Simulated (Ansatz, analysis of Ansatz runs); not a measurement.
# Migration in Li2ZnCl4 (Fd-3m): V_Li hop (3.6 Å), charge −1, part 3 of 4

How high is the barrier when Li changes place in Li2ZnCl4 (Fd-3m)? The case: V_Li hop (3.6 Å), charge −1, in a cell of 56 host atoms with 1 Li taken out.

Ansatz 0.2.0; plane-wave PAW DFT, PBEsol; nudged elastic band between two relaxed defect structures at fixed charge in a uniform background.

So far, barrier forward (eV): step 4 (nudged elastic band, charge −1) 0.242.

## (5) Single point at the start point, PBEsol, denser k-mesh

Three single points on a mesh of more k-points (start, top, end) test the sampling. The start is shown; top and end are run alike.

This step: plane-wave PAW DFT, PBEsol; single point of a defect supercell on a structure of the PBEsol path.

The input, qm1.start.mesh/input.yaml:

```yaml
crystal:
  lattice:
    - [10.2311792, 0.0, 0.0]
    - [0.0, 10.2311792, 0.0]
    - [0.0, 0.0, 10.2311792]
  atoms:
    - { symbol: Li, position: [0.38310106, 0.38266887, 0.63056514] }
    - { symbol: Li, position: [0.37666853, 0.87346249, 0.12463807] }
[... 1 atom line left out ...]
    - { symbol: Li, position: [0.86735169, 0.86710357, 0.618565] }
[... 3 atom lines left out ...]
    - { symbol: Li, position: [0.86742238, 0.61903933, 0.86673452] }
[... 6 atom lines left out ...]
    - { symbol: Li, position: [0.61927605, 0.86714614, 0.86673836] }
[... 1 atom line left out ...]
    - { symbol: Zn, position: [0.00278307, 0.50225463, 0.50194659] }
[... 1 atom line left out ...]
    - { symbol: Zn, position: [0.50258237, 0.50226071, 0.00205448] }
[... 2 atom lines left out ...]
    - { symbol: Zn, position: [0.74792664, 0.2473968, 0.7472237] }
[... 8 atom lines left out ...]
    - { symbol: Cl, position: [0.87068305, 0.87045389, 0.8700576] }
[... 2 atom lines left out ...]
    - { symbol: Cl, position: [0.87884621, 0.37408692, 0.87820174] }
[... 4 atom lines left out ...]
    - { symbol: Cl, position: [0.87540705, 0.62716193, 0.62675972] }
[... 3 atom lines left out ...]
    - { symbol: Cl, position: [0.62739155, 0.87494881, 0.62675629] }
[... 3 atom lines left out ...]
    - { symbol: Cl, position: [0.62740762, 0.62716759, 0.8747037] }
[... 2 atom lines left out ...]
    - { symbol: Cl, position: [0.62309538, 0.37480114, 0.62236849] }
[... 4 atom lines left out ...]
    - { symbol: Cl, position: [0.62308121, 0.62275233, 0.37453988] }
total_charge: -1
basis:
  ecutwfc: 420
  xc_grid: 2
hamiltonian:
  xc: pbesol
kpoints:
  mp_grid: { grid: [2, 2, 2], shift: [0.5, 0.5, 0.5] }
scf:
  occupations: { method: fixed }
  max_iter: 120
output:
  forces: true
  eigenvalues: true
checkpoint:
  write: "../qm1.start.mesh.run"
  compress: false
  write_wavefunctions: false
  write_every: 100000
```

Command:

```
> ansatz run input.yaml --threads 4 --pin off --max-ram 7536MiB --backend cpu --events-out ev --progress --plain --runs-dir out
```

Numbers of over 12 decimals in the logs are rounded to 6 here.

The log of the run:

```text
[...]
Crystal: 55 atoms, lattice volume = 1070.969 Å³
Basis set: ecut = 420 eV, 20863 PW (Γ), exchange–correlation on 144×144×144 points (8 copies of the dense FFT grid, shifted against one another)
Bands: 238, of which v1, the nominal top of the filled ones, is band 183 counted from 1 (182 counted from 0)
Symmetry: 1 space group operations
[...]
k-points: 4 of 8 (time reversal used)
[...]
SCF iter   1: F=—  HF=-63317.037893 eV  |F-HF|=—  |Δ(HF+E_count)|=         —  Δρ=1.01e-2  dr2=9.45e-1  ethr=1.77e-3  ⟨swp⟩=5.0  Hψ=3389  notcnv=0  defer=207
[...]
SCF iter  10: F=-63316.709876 eV  HF=-63316.709876 eV  |F-HF|=1.42e-8  |Δ(HF+E_count)|=   9.84e-8  Δρ=9.90e-7  dr2=1.38e-8  ethr=2.73e-11  ⟨swp⟩=15.0  Hψ=4490  notcnv=0
SCF 1 converged in 10 iterations: F = -63316.709876 eV  dr2 = 1.38e-8
[...]
SCF converged after 10 iterations
Free energy (F): -63316.709876 eV
[...]
Internal energy: -63316.709876 eV  (E = F + TS)
E sigma→0 (E₀):  -63316.709876 eV
Fermi energy:    2.206073 eV
[...]
--- Forces (eV/Å), atoms counted from 1 ---
  atom   1  Li     0.00023617     0.00015868     0.00056870
  atom   2  Li     0.00054282    -0.00005493    -0.00060521
  [... 1 atom left out ...]
  atom   4  Li     0.00035104     0.00006727    -0.00037603
  [... 3 atoms left out ...]
  atom   8  Li    -0.00034406    -0.00103537    -0.00014500
  [... 6 atoms left out ...]
  atom  15  Li    -0.00103960     0.00000233     0.00025942
  [... 3 atoms left out ...]
  atom  19  Zn     0.00442161     0.00466259     0.00696802
  [... 11 atoms left out ...]
  atom  31  Cl     0.00972775     0.00813324     0.00886570
  [... 2 atoms left out ...]
  atom  34  Cl    -0.00503852    -0.00494510    -0.00521333
  [... 4 atoms left out ...]
  atom  39  Cl    -0.01225146    -0.00223257    -0.00092932
  [... 3 atoms left out ...]
  atom  43  Cl    -0.00042906    -0.01208469    -0.00034245
  [... 3 atoms left out ...]
  atom  47  Cl    -0.00086213    -0.00221975    -0.01241224
  [... 2 atoms left out ...]
  atom  50  Cl     0.00056146     0.01234671     0.00230172
  [... 5 atoms left out ...]
  max |Σ_I F_I| component: 4.64e-6 eV/Å
--- Band table (eV) ---
[...]
[... further k-points left out ...]
```

Run time: 41 s. Hardware: 4 threads of Arm Neoverse V2, shared host; peak memory 4.3 GiB; 2.7 min of CPU time.

Numbers from this step:

```yaml
free_energy: -63316.7099 eV
```

## (6) Barrier from single points, PBEsol, denser k-mesh

Analysis of the runs above: barrier from PBEsol single points on the PBEsol path.

It gives:

```
barrier forward  : 0.2435 eV
barrier backward : 0.2437 eV
end less start   : -2.49e-4 eV
```

This gives 0.243 eV against the band's 0.242 eV (backward 0.244 against 0.241 eV). This mesh holds only the band's own point and its sign variants, so it tests the average over those and no finer sampling.

## (7) Single point at the start point, r2SCAN

Three single points with a meta-GGA, at its higher cutoff of 500 eV, show what it does to the barrier on the path found. The start is shown; top and end are run alike.

This step: plane-wave PAW DFT, r2SCAN; single point of a defect supercell on a structure of the PBEsol path.

qm1.start.r2scan/input.yaml, as its differences from qm1.start.mesh/input.yaml of step 5:

```diff
@@ -36,8 +36,8 @@
 basis:
-  ecutwfc: 420
+  ecutwfc: 500
   xc_grid: 2
 hamiltonian:
-  xc: pbesol
+  xc: r2scan
 kpoints:
-  mp_grid: { grid: [2, 2, 2], shift: [0.5, 0.5, 0.5] }
+  mp_grid: { grid: [1, 1, 1], shift: [0.25, 0.25, 0.25] }
 scf:
@@ -49,3 +49,3 @@
 checkpoint:
-  write: "../qm1.start.mesh.run"
+  write: "../qm1.start.r2scan.run"
   compress: false
```

The log of the run:

```text
[...]
Crystal: 55 atoms, lattice volume = 1070.969 Å³
Basis set: ecut = 500 eV, 27201 PW (Γ), exchange–correlation on 150×150×150 points (8 copies of the dense FFT grid, shifted against one another)
Bands: 238, of which v1, the nominal top of the filled ones, is band 183 counted from 1 (182 counted from 0)
Symmetry: 1 space group operations
[...]
k-points: 1
[...]
SCF iter   1: F=—  HF=-64447.013116 eV  |F-HF|=—  |Δ(HF+E_count)|=         —  Δρ=5.53e-3  dr2=3.69e-1  dr2_τ=1.15e-1  ethr=1.77e-3  ⟨swp⟩=5.0  Hψ=852  notcnv=0  defer=53
[...]
SCF iter   9: F=-64447.363741 eV  HF=-64447.363741 eV  |F-HF|=3.21e-8  |Δ(HF+E_count)|=   3.54e-8  Δρ=1.88e-6  dr2=2.63e-8  dr2_τ=5.27e-10  ethr=2.73e-11  ⟨swp⟩=17.0  Hψ=1191  notcnv=0
SCF 1 converged in 9 iterations: F = -64447.363741 eV  dr2 = 2.63e-8
[...]
SCF converged after 9 iterations
Free energy (F): -64447.363741 eV
[...]
Internal energy: -64447.363741 eV  (E = F + TS)
E sigma→0 (E₀):  -64447.363741 eV
Fermi energy:    1.803563 eV
[...]
--- Forces (eV/Å), atoms counted from 1 ---
  atom   1  Li     0.00851382     0.00803741    -0.00259781
  atom   2  Li    -0.00049354     0.00228609    -0.00151867
  [... 1 atom left out ...]
  atom   4  Li    -0.00698272    -0.00711484     0.00296764
  [... 3 atoms left out ...]
  atom   8  Li    -0.00779944     0.00296637    -0.00705665
  [... 6 atoms left out ...]
  atom  15  Li     0.00328675    -0.00724543    -0.00662709
  [... 3 atoms left out ...]
  atom  19  Zn    -0.00194786    -0.00177505    -0.00251107
  [... 11 atoms left out ...]
  atom  31  Cl    -0.00115406    -0.00297938    -0.00225287
  [... 2 atoms left out ...]
  atom  34  Cl     0.00392743     0.00913599     0.00414786
  [... 4 atoms left out ...]
  atom  39  Cl    -0.02861538     0.00945785     0.01081085
  [... 3 atoms left out ...]
  atom  43  Cl     0.01145235    -0.02835669     0.01139566
  [... 3 atoms left out ...]
  atom  47  Cl     0.01095618     0.00932458    -0.02901242
  [... 2 atoms left out ...]
  atom  50  Cl    -0.01063701     0.02864756    -0.00936704
  [... 5 atoms left out ...]
  max |Σ_I F_I| component: 1.97e-3 eV/Å
--- Band table (eV) ---
[...]
```

Elapsed: 21 s, on 4 threads; peak memory 2.2 GiB.

Numbers from this step:

| Property | Result |
| --- | --- |
| free energy | -64447.3637 eV |

## (8) Barrier from single points, r2SCAN

Analysis of the runs above: barrier from r2SCAN single points on the PBEsol path.

It gives:

```yaml
barrier_forward: 0.2784 eV
barrier_backward: 0.2779 eV
end_less_start: 5.13e-4 eV
```

This gives 0.278 eV against the band's 0.242 eV.

## (9) Single point at the start point, HSE06

A whole band with exact exchange would cost too much, so three single points on the path found stand in. The start is shown; top and end are run alike.

This step: plane-wave PAW DFT, HSE06; single point of a defect supercell on a structure of the PBEsol path.

qm1.start.hse06/input.yaml, as its differences from qm1.start.r2scan/input.yaml of step 7:

```diff
@@ -36,6 +36,6 @@
 basis:
-  ecutwfc: 500
+  ecutwfc: 420
   xc_grid: 2
 hamiltonian:
-  xc: r2scan
+  xc: hse06
 kpoints:
@@ -49,3 +49,3 @@
 checkpoint:
-  write: "../qm1.start.r2scan.run"
+  write: "../qm1.start.hse06.run"
   compress: false
```

The log of the run:

```text
[... repeated set-up lines and file paths are left out, and long positions are rounded to six places ...]
Warning: kpoints.mp_grid.shift: disabling space-group detection — at a shift other than 0 and half a step a hybrid functional's run that is held to the crystal's symmetry can end above its lowest state, and by default nothing tells of it, so the full k-mesh [...]
exact exchange: scf.exx.singularity resolves to wigner_seitz, which cuts the screened interaction at the faces of the exchange supercell's Wigner-Seitz cell, so that each pair interacts once, at the shortest of its separations (the periodic images that this [...]
Engine: ansatz 0.2.0, aarch64-unknown-linux-gnu
Pseudopotentials: kind: paw
Pseudopotential: Li, paw, valence charge 3, recommended cutoff 420 eV (normal), Li.paw.azcp
Pseudopotential: Zn, paw, valence charge 12, recommended cutoff 420 eV (normal), Zn.paw.azcp
Pseudopotential: Cl, paw, valence charge 7, recommended cutoff 420 eV (normal), Cl.paw.azcp
Functional definition: HSE06
  parameter a = 0.25
[...]
atom   1  Li     0.01587424     0.01580523    -0.00027538
  atom   2  Li     0.00097792    -0.00047616    -0.00053211
  [... 1 atom left out ...]
  atom   4  Li    -0.01532334    -0.01557349     0.00040960
  [... 3 atoms left out ...]
  atom   8  Li    -0.01598848    -0.00019177    -0.01576767
  [... 6 atoms left out ...]
  atom  15  Li    -0.00019505    -0.01564361    -0.01535825
  [... 3 atoms left out ...]
  atom  19  Zn    -0.00390005    -0.00369892    -0.00022195
  [... 11 atoms left out ...]
  atom  31  Cl    -0.05191460    -0.05370640    -0.05289760
  [... 2 atoms left out ...]
  atom  34  Cl     0.05853237     0.06091920     0.05838840
  [... 4 atoms left out ...]
  atom  39  Cl    -0.06084228     0.07261804     0.07402200
  [... 3 atoms left out ...]
  atom  43  Cl     0.07448387    -0.06050902     0.07461910
  [... 3 atoms left out ...]
  atom  47  Cl     0.07403164     0.07255861    -0.06101468
  [... 2 atoms left out ...]
  atom  50  Cl    -0.07429609     0.06089807    -0.07242916
  [... 5 atoms left out ...]
  max |Σ_I F_I| component: 8.51e-4 eV/Å
--- Band table (eV) ---
  k-point 0: bands = ["-45.1850", "-45.1847", "-45.1846", "-45.1841", [... 208 left out ...] "11.3311", "11.3672", "11.3720", "11.3722"]
[key lines of the parts left out:]
Free energy (F): -64271.094916 eV
Fermi energy:    1.187136 eV
```

The job ended after 3.6 min (4 threads; peak memory 2.6 GiB).

The run was cut off at the time limit after its SCF loop had closed; no result of it is taken.

[end of part 3 of 4]

[Logs are printed without paths, hosts, clocks, repeated set-up lines and the standing remarks that a program may print on its own settings, such as how far it seeks lower states.]

[Hosts, paths, dates, database ids (printed as entryN), source tags and the programs' standing remarks are cut or masked in the printed files.]
